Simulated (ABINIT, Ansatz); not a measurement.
# TiO2 (Anatase): one start, several treatments of the self-energy, part 2 of 2

How much does the gap of TiO2 (Anatase) depend on the approximation to the self-energy?

ABINIT 10.8.3; PBE and many-body steps on it, plane waves. Known limits of the many-body steps: not at the basis limit.

So far. Step 4 (G0W0, Godby-Needs plasmon pole): The gap on the mesh goes from 2.19 eV to 3.71 eV, a correction of +1.53 eV. Step 5 (G0W0, Hybertsen-Louie plasmon pole): Against G0W0 in ABINIT (4×4×4 mesh, 106 bands, screening to 141.5 eV, Godby-Needs plasmon pole), the gap moves by +0.657 eV.

**6. G0W0, von der Linden-Horsch plasmon pole**

Level of this step: G0W0 on PBE, plane waves, norm-conserving pseudopotentials (ABINIT).

run.abi

```
acell 3*1.0 Angstrom
rprim 
  -1.892100000000 1.892100000000 4.757300000000
  1.892100000000 -1.892100000000 4.757300000000
  1.892100000000 1.892100000000 -4.757300000000
ntypat 2
znucl 22 8
natom 6
typat 1 1 2 2 2 2
xred 
  0.000000000000 0.000000000000 0.000000000000
  0.750000000000 0.250000000000 0.500000000000
  0.208100000000 0.208100000000 0.000000000000
  0.958100000000 0.458100000000 0.500000000000
  0.541900000000 0.041900000000 0.500000000000
  0.791900000000 0.791900000000 0.000000000000
pp_dirpath "pseudos"
pseudos "Ti.upf, O.upf"
ecut 38
ngkpt 4 4 4
nshiftk 1
shiftk 0 0 0
kptopt 1
chksymbreak 0
istwfk *1
occopt 1
irdwfk 1
optdriver 4
nband 106
gwcalctyp 0
ecutsigx 38
symsigma 1
nkptgw 3
kptgw 
  0.5000000000 0.5000000000 0.0000000000
  0.0000000000 0.0000000000 0.0000000000
  -0.2500000000 -0.2500000000 0.2500000000
bdgw 
  23 26
  23 26
  23 26
ecuteps 5.2
irdscr 1
ppmodel 3
indata_prefix "in"
outdata_prefix "out"
tmpdata_prefix "tmp"
gwmem 00
```

On the command line:

```
OMP_NUM_THREADS=1 mpirun -n 4 abinit run.abi > log
```

Numbers of over 12 decimals in the logs are rounded to 6 here.

The log of the run:

```text
.Version 10.8.3 of ABINIT. v10.8.2 released Aug 2026.

 Symmetries : space group I4_1/a m d (#141); Bravais tI (body-center tetrag.)
[... echo of the input left out ...]
== DATASET  1 ==================================================================
-   mpi_nproc: 4, omp_nthreads: 1 (-1 if OMP is not activated)

--- !DatasetInfo
iteration_state: {dtset: 1, }
dimensions: {natom: 6, nkpt: 13, mband: 106, nsppol: 1, nspinor: 1, nspden: 1, mpw: 5174, }
cutoff_energies: {ecut:  38.0, pawecutdg:  -1.0, }
[...]
Band     E0 <VxcDFT>   SigX SigC(E0)      Z dSigC/dE  Sig(E)    E-E0       E
[...]
25   6.385 -19.488 -11.831  -5.505   0.849  -0.178 -17.662   1.826   8.211
       26   6.912 -20.310 -12.031  -5.872   0.844  -0.185 -18.278   2.031   8.943

== END DATASET(S) ==============================================================
================================================================================

 -outvars: echo values of variables after computation  --------
           etotal      0.0000000000E+00
            nband         106
             nkpt          13
          spgroup         141
 [... the other variables as echoed above ...]

 Calculation completed.
```

It took 39 s on 4 MPI ranks of Arm Neoverse V2, shared host; peak memory 1.1 GiB.

Numbers from this step:

| Item | Value |
| --- | --- |
| G0W0 gap on the points computed | 3.857 eV |
| starting gap on the mesh | 2.189 eV |
| k of the valence top | 0.5, 0.5, 0 |
| k of the conduction bottom | 0, 0, 0 |
| least direct G0W0 gap on the computed points | 4.212 eV |

Against G0W0 in ABINIT (4×4×4 mesh, 106 bands, screening to 141.5 eV, Godby-Needs plasmon pole), the gap moves by +0.143 eV.

**7. One-shot Hartree-Fock**

This step: one-shot Hartree-Fock on PBE, plane waves, norm-conserving pseudopotentials.

Edit run.abi of step 6 so:

```diff
@@ -28,4 +28,4 @@
 optdriver 4
-nband 106
-gwcalctyp 0
+nband 28
+gwcalctyp 5
 ecutsigx 38
@@ -41,5 +41,4 @@
   23 26
-ecuteps 5.2
-irdscr 1
-ppmodel 3
+ixc_sigma 40
+fftgw 31
 indata_prefix "in"
```

The log of the run:

```text
.Version 10.8.3 of ABINIT. v10.8.2 released Aug 2026.

 Symmetries : space group I4_1/a m d (#141); Bravais tI (body-center tetrag.)
[... echo of the input left out ...]
== DATASET  1 ==================================================================
-   mpi_nproc: 4, omp_nthreads: 1 (-1 if OMP is not activated)

--- !DatasetInfo
iteration_state: {dtset: 1, }
dimensions: {natom: 6, nkpt: 13, mband: 28, nsppol: 1, nspinor: 1, nspden: 1, mpw: 5174, }
cutoff_energies: {ecut:  38.0, pawecutdg:  -1.0, }
[...]
Band     E0 <VxcDFT>   SigX SigC(E0)      Z dSigC/dE  Sig(E)    E-E0       E
[...]
25   6.385 -19.488 -11.831   0.000   1.000   0.000 -11.831   7.657  14.041
       26   6.912 -20.310 -12.031   0.000   1.000   0.000 -12.031   8.279  15.190

== END DATASET(S) ==============================================================
================================================================================

 -outvars: echo values of variables after computation  --------
           etotal      0.0000000000E+00
            nband          28
             nkpt          13
          spgroup         141
 [... the other variables as echoed above ...]

 Calculation completed.
```

It took 8.8 s on 4 MPI ranks; peak memory 0.97 GiB.

This step gave:

```
quasiparticle gap on the points computed              : 14.44 eV
starting gap on the mesh                              : 2.189 eV
k of the valence top                                  : 0.5, 0.5, 0
k of the conduction bottom                            : 0, 0, 0
least direct quasiparticle gap on the computed points : 14.81 eV
```

Against G0W0 in ABINIT (4×4×4 mesh, 106 bands, screening to 141.5 eV, Godby-Needs plasmon pole), the gap moves by +10.727 eV.

**8. Screening, 4×4×4 mesh, 106 bands, screening to 141.5 eV**

This step: RPA screening on PBE, plane waves, norm-conserving pseudopotentials.

Edit run.abi of step 7 so:

```diff
@@ -27,18 +27,14 @@
 irdwfk 1
-optdriver 4
-nband 28
-gwcalctyp 5
-ecutsigx 38
-symsigma 1
-nkptgw 3
-kptgw 
-  0.5000000000 0.5000000000 0.0000000000
-  0.0000000000 0.0000000000 0.0000000000
-  -0.2500000000 -0.2500000000 0.2500000000
-bdgw 
-  23 26
-  23 26
-  23 26
-ixc_sigma 40
-fftgw 31
+optdriver 3
+nband 106
+ecuteps 5.2
+inclvkb 2
+awtr 1
+symchi 1
+gwcalctyp 2
+nfreqre 16
+freqremax 40 eV
+nfreqim 8
+spmeth 1
+nomegasf 120
 indata_prefix "in"
@@ -46,2 +42,2 @@
 tmpdata_prefix "tmp"
-gwmem 00
+gwmem 10
```

The log of the run:

```text
.Version 10.8.3 of ABINIT. v10.8.2 released Aug 2026.

 Symmetries : space group I4_1/a m d (#141); Bravais tI (body-center tetrag.)
[... echo of the input left out ...]
== DATASET  1 ==================================================================
-   mpi_nproc: 4, omp_nthreads: 1 (-1 if OMP is not activated)

--- !DatasetInfo
iteration_state: {dtset: 1, }
dimensions: {natom: 6, nkpt: 13, mband: 106, nsppol: 1, nspinor: 1, nspden: 1, mpw: 5174, }
cutoff_energies: {ecut:  38.0, pawecutdg:  -1.0, }
electrons: {nelect:   4.80000000E+01, charge:   0.00000000E+00, occopt:   1.00000000E+00, tsmear:   1.00000000E-02, }

 SCREENING: Calculation of the susceptibility and dielectric matrices

 Based on a program developped by R.W. Godby, V. Olevano, G. Onida, and L. Reining.
 Incorporated in ABINIT by V. Olevano, G.-M. Rignanese, and M. Torrent.
.Using double precision arithmetic ; gwpc =  8

[... cell and pseudopotentials left out ...]
--------------------------------------------------------------------------------

 ==== K-mesh for the wavefunctions ====
 Number of points in the irreducible wedge :    13
[... list of points left out ...]
 Together with 16 symmetry operations and time-reversal symmetry
 yields    64 points in the full Brillouin Zone.

 ==== Q-mesh for the screening function ====
 Number of points in the irreducible wedge :    13
[... list of points left out ...]
 Together with 16 symmetry operations and time-reversal symmetry
 yields    64 points in the full Brillouin Zone.

 setmesh: FFT mesh size selected  =    72x   72x   72
          total number of points  =       373248

 vcoul_init : cutoff-mode = AUXILIARY_FUNCTION
 q-points for optical limit:   1
     1)      0.000010    0.000020    0.000030

- screening: taking advantage of time-reversal symmetry
- Maximum band index for partially occupied states nbvw = 24
- Remaining bands to be divided among processors   nbcw = 82
- Number of bands treated by each node ~20

 Number of electrons calculated from density =   48.0000; Expected =   48.0000
 average of density, n =  0.104409
 r_s =    1.3174
 omega_plasma =   31.1690 [eV]

 calculating chi0 at frequencies [eV] :
  1    0.000000E+00    0.000000E+00
  2    2.666667E+00    0.000000E+00
  3    5.333333E+00    0.000000E+00
[...]
23    0.000000E+00    7.938215E+01
 24    0.000000E+00    1.117709E+02

--------------------------------------------------------------------------------
  q-point number  1        q = ( 0.000000, 0.000000, 0.000000) [r.l.u.]
--------------------------------------------------------------------------------
[... chi0 elements left out ...]
  [... further frequencies ...]

 No. of calculated frequencies >  15, stop printing
 For q-point:  0.000010 0.000020 0.000030
  dielectric constant =   6.7521
  dielectric constant without local fields =   7.1289

  Average fulfillment of the sum rule on Im[epsilon] for q-point    1 :     52.04  [%]
[... wings left out ...]
  q-point number  2        q = ( 0.250000, 0.000000, 0.000000) [r.l.u.]
--------------------------------------------------------------------------------
[... chi0 elements left out ...]
  [... further frequencies ...]

 No. of calculated frequencies >  15, stop printing
  Average fulfillment of the sum rule on Im[epsilon] for q-point    2 :     63.26  [%]

 [... 11 further q-points ...]
```

It took 26 min on 4 MPI ranks; peak memory 1.6 GiB; 1.8 h of CPU time.

This step gave:

```
ε∞ with local fields, on this mesh, along the program's q direction : 6.752
the same without local fields                                       : 7.129
plasma frequency                                                    : 31.17 eV
plane waves in the screening matrix                                 : 269
```

**9. G0W0, contour deformation**

This step: G0W0 on PBE, plane waves, norm-conserving pseudopotentials.

Edit run.abi of step 8 so:

```diff
@@ -27,14 +27,18 @@
 irdwfk 1
-optdriver 3
+optdriver 4
 nband 106
+gwcalctyp 2
+ecutsigx 38
+symsigma 1
+nkptgw 3
+kptgw 
+  0.5000000000 0.5000000000 0.0000000000
+  0.0000000000 0.0000000000 0.0000000000
+  -0.2500000000 -0.2500000000 0.2500000000
+bdgw 
+  23 26
+  23 26
+  23 26
 ecuteps 5.2
-inclvkb 2
-awtr 1
-symchi 1
-gwcalctyp 2
-nfreqre 16
-freqremax 40 eV
-nfreqim 8
-spmeth 1
-nomegasf 120
+irdscr 1
 indata_prefix "in"
@@ -42,2 +46,2 @@
 tmpdata_prefix "tmp"
-gwmem 10
+gwmem 00
```

The log of the run:

```text
.Version 10.8.3 of ABINIT. v10.8.2 released Aug 2026.

 Symmetries : space group I4_1/a m d (#141); Bravais tI (body-center tetrag.)
[... echo of the input left out ...]
== DATASET  1 ==================================================================
-   mpi_nproc: 4, omp_nthreads: 1 (-1 if OMP is not activated)

--- !DatasetInfo
iteration_state: {dtset: 1, }
dimensions: {natom: 6, nkpt: 13, mband: 106, nsppol: 1, nspinor: 1, nspden: 1, mpw: 5174, }
cutoff_energies: {ecut:  38.0, pawecutdg:  -1.0, }
[...]
Band     E0 <VxcDFT>   SigX SigC(E0)      Z dSigC/dE  Sig(E)    E-E0       E
[...]
26   6.912 -20.310 -12.031  -5.719   0.709  -0.411 -18.496   1.814   8.726
       26   0.000   0.000   0.000   0.001   0.000   0.000   0.000   0.000   0.000

== END DATASET(S) ==============================================================
================================================================================

 -outvars: echo values of variables after computation  --------
           etotal      0.0000000000E+00
            nband         106
             nkpt          13
          spgroup         141
 [... the other variables as echoed above ...]

 Calculation completed.
```

Elapsed: 40 s, on 4 MPI ranks; peak memory 1.2 GiB; 2.7 min of CPU time.

Numbers from this step:

* G0W0 gap on the points computed: 3.730 eV
* starting gap on the mesh: 2.189 eV
* k of the valence top: 0.5, 0.5, 0
* k of the conduction bottom: 0, 0, 0
* least direct G0W0 gap on the computed points: 4.063 eV

Against G0W0 in ABINIT (4×4×4 mesh, 106 bands, screening to 141.5 eV, Godby-Needs plasmon pole), the gap moves by +0.016 eV.

**10. The runs together**

Times are wall times on 4 MPI ranks of Arm Neoverse V2, shared host, good to a factor of about two. A run's time includes the screening step that it read.

```csv
run,mesh,bands,screening cutoff (eV),DFT gap (eV),gap on the mesh (eV),direct (eV),ε∞ used,time
"G0W0, Godby-Needs plasmon pole",4×4×4,106,141.5,2.189,3.714,4.057,6.67,17 min
"G0W0, Hybertsen-Louie plasmon pole",4×4×4,106,141.5,2.189,4.371,4.723,6.67,17 min
"G0W0, von der Linden-Horsch plasmon pole",4×4×4,106,141.5,2.189,3.857,4.212,6.67,17 min
one-shot Hartree-Fock,4×4×4,-,-,2.189,14.441,14.812,-,8.8 s
"G0W0, contour deformation",4×4×4,106,141.5,2.189,3.730,4.063,6.75,27 min
```

**11. Summary of results**

- G0W0, Godby-Needs plasmon pole: 3.714 eV
- G0W0, Hybertsen-Louie plasmon pole: 4.371 eV
- G0W0, von der Linden-Horsch plasmon pole: 3.857 eV
- one-shot Hartree-Fock: 14.441 eV
- G0W0, contour deformation: 3.730 eV
- known limits: not at the basis limit

What this shows: G0W0, Hybertsen-Louie plasmon pole: +0.657 eV against G0W0, Godby-Needs plasmon pole. G0W0, von der Linden-Horsch plasmon pole: +0.143 eV against G0W0, Godby-Needs plasmon pole. One-shot Hartree-Fock: +10.727 eV against G0W0, Godby-Needs plasmon pole. G0W0, contour deformation: +0.016 eV against G0W0, Godby-Needs plasmon pole. Bare exchange alone opens the gap to 14.44 eV; against G0W0, correlation takes back 10.73 eV. Against experiment, by G0W0, Godby-Needs plasmon pole: the gap of 3.71 eV lies +0.61 eV from the measured 3.1 eV (optical, 2020); the gap of 3.71 eV lies +0.31 eV from the measured 3.4 ± 0.1 eV (optical, 2020); the gap of 3.71 eV lies +0.54 eV from the measured 3.17 eV (kind not stated, 2020); the direct gap of 4.06 eV lies +0.08 eV from the measured 3.98 eV (electronic, quoted 2020); the direct gap of 4.06 eV lies +0.19 eV from the measured 3.87 eV (direct, 2023). An exciton line or allowed optical edge lies below the quasiparticle gap by the binding energy; a forbidden edge can push the onset above it. These are gaps on the mesh, at modest bands and cutoff. The calculation has static nuclei and no excitons; a measured gap holds zero-point and thermal motion, which mostly lowers it. Bands and cutoff are finite, so the gap is not at the basis limit. The miss can reach some tenths of an eV and take either sign; the mesh is an error of its own. In the G0W0 runs levels were corrected at 3 k points alone, so a gap called «on the mesh» is the least over those, and an edge elsewhere would be missed.

[Paths, hosts, dates, memory and timing lines, banners, echoed tables and standing remarks are left out of the program output.]

[Logs are printed without paths, hosts, clocks, repeated set-up lines and the standing remarks that a program may print on its own settings, such as how far it seeks lower states.]

[Runs of the session that timed out or met a known fault of the program may be left out.]

[Hosts, paths, dates, database ids (printed as entryN), source tags and the programs' standing remarks are cut or masked in the printed files.]

[G0W0 gaps are taken among the corrected bands and points alone; a level outside them can change the order at an edge.]

[Where Ansatz stands beside ABINIT at settings called matched, ABINIT's density can come from a denser mesh and the files from another edition; pairs whose starting gaps differed by over 0.03 eV were left out, so agreement reads better than it is.]
